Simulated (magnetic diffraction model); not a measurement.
**TlFeI2F below its ordering temperature**

Space group I4/mcm (no. 140), a = 7.6740 Å, c = 10.0970 Å.

| site | atom | x | y | z |
| --- | --- | --- | --- | --- |
| 4a | Tl | 0 | 0 | 3/4 |
| 8h | I | 0.2316 | 0.2684 | 1/2 |
| 4d | Fe | 1/2 | 0 | 0 |
| 4b | F | 1/2 | 0 | 1/4 |

The compound is invented for this exercise: a known structure type with other elements, its cell scaled to their sizes and not relaxed.

Only Fe is taken to order (form factors of Fe2+); orders and moment sizes are assumed, and not adapted to the symmetry. Radiation: neutrons of λ = 2.0775 Å, 3° to 65°; isotropic B of 0.13 Å² (Tl), 0.21 Å² (I), 0.21 Å² (Fe) and 0.28 Å² (F). Simulated constant-wavelength pattern: nuclear and magnetic terms add, the magnetic one as |2.695 fm × Σ f S⊥ exp(2πi Q·r) exp(−B s²)|², summed over all Q at one angle with the factor 1/(sin²θ cos θ). For collinear order S is the moment m, which repeats by lattice and centring translations R with the sign exp(−2πi k·R). Free-ion form factors, Sears's scattering lengths of 1992, no absorption; a label names one of the reflections at its angle. The strongest nuclear line in the range is 100, and lines under 0.2 are left out.

Above the ordering temperature:

```tsv
2θ (°)	index	I
22.07	(1 1 0)	13.8
23.75	(0 0 2)	4.5
31.41	(2 0 0)	31.1
32.64	(1 1 2)	50.8
37.29	(2 1 1)	2.8
39.76	(2 0 2)	50.7
45.02	(2 2 0)	100.0
48.60	(0 0 4)	45.2
50.69	(3 1 0)	4.9
51.22	(2 1 3)	1.6
51.52	(2 2 2)	3.5
53.98	(1 1 4)	5.3
56.71	(3 1 2)	35.2
59.02	(2 0 4)	20.5
59.84	(3 2 1)	1.1
```

Below it (cell unchanged):

| 2θ (°) | I |
| --- | --- |
| 19.58 | 38.9 |
| 22.07 | 13.8 |
| 23.75 | 4.5 |
| 31.41 | 31.1 |
| 32.64 | 50.8 |
| 37.29 | 20.5 |
| 39.39 | 6.0 |
| 39.76 | 50.7 |
| 45.02 | 100.0 |
| 48.60 | 45.2 |
| 49.53 | 4.0 |
| 50.69 | 4.9 |
| 51.22 | 7.9 |
| 51.52 | 3.5 |
| 53.98 | 5.3 |
| 56.71 | 35.2 |
| 59.02 | 20.5 |
| 59.84 | 5.5 |
| 61.34 | 1.8 |
| 64.27 | 1.3 |

**Question.** Find the propagation vector, then choose among these models:
A. collinear moments along [110], 3.33 μB on Fe; signs + at (1/2, 0, 0), + at (0, 1/2, 0)
B. collinear moments along [110], 3.33 μB on Fe; signs + at (1/2, 0, 0), − at (0, 1/2, 0)
C. collinear moments along [111], 3.33 μB on Fe; signs + at (1/2, 0, 0), − at (0, 1/2, 0)
D. collinear moments along [111], 3.33 μB on Fe; signs + at (1/2, 0, 0), + at (0, 1/2, 0)

No line moves, and magnetic intensity falls on nuclear lines such as the one at 37.29°; new lines at (1 0 1), (1 0 3) and (3 0 1) have whole indices that obey the lattice centring, at places with no nuclear intensity to speak of, so the magnetic cell equals the chemical primitive cell: k = 0.

Magnetic intensity, observed (below minus above) and for each model:

| 2θ (°) | index | observed | A | B | C | D |
| --- | --- | --- | --- | --- | --- | --- |
| 19.58 | (1 0 1) | 38.9 | <0.2 | 40.2 | 38.9 | <0.2 |
| 22.07 | (1 1 0) | <0.2 | 11.2 | <0.2 | <0.2 | 16.5 |
| 23.75 | (0 0 2) | <0.2 | 9.5 | <0.2 | <0.2 | 5.1 |
| 32.64 | (1 1 2) | <0.2 | 13.5 | <0.2 | <0.2 | 11.0 |
| 37.29 | (2 1 1) | 17.6 | <0.2 | 13.7 | 17.6 | <0.2 |
| 39.39 | (1 0 3) | 6.0 | <0.2 | 9.8 | 6.0 | <0.2 |
| 39.76 | (2 0 2) | <0.2 | 7.1 | <0.2 | <0.2 | 6.9 |
| 51.22 | (2 1 3) | 6.2 | <0.2 | 7.5 | 6.2 | <0.2 |

Model C matches.

The structure used: k = (0 0 0), collinear moments along [111], 3.33 μB on Fe; signs + at (1/2, 0, 0), − at (0, 1/2, 0).

[Logs are printed without paths, hosts, clocks, repeated set-up lines and the standing remarks that a program may print on its own settings, such as how far it seeks lower states.]
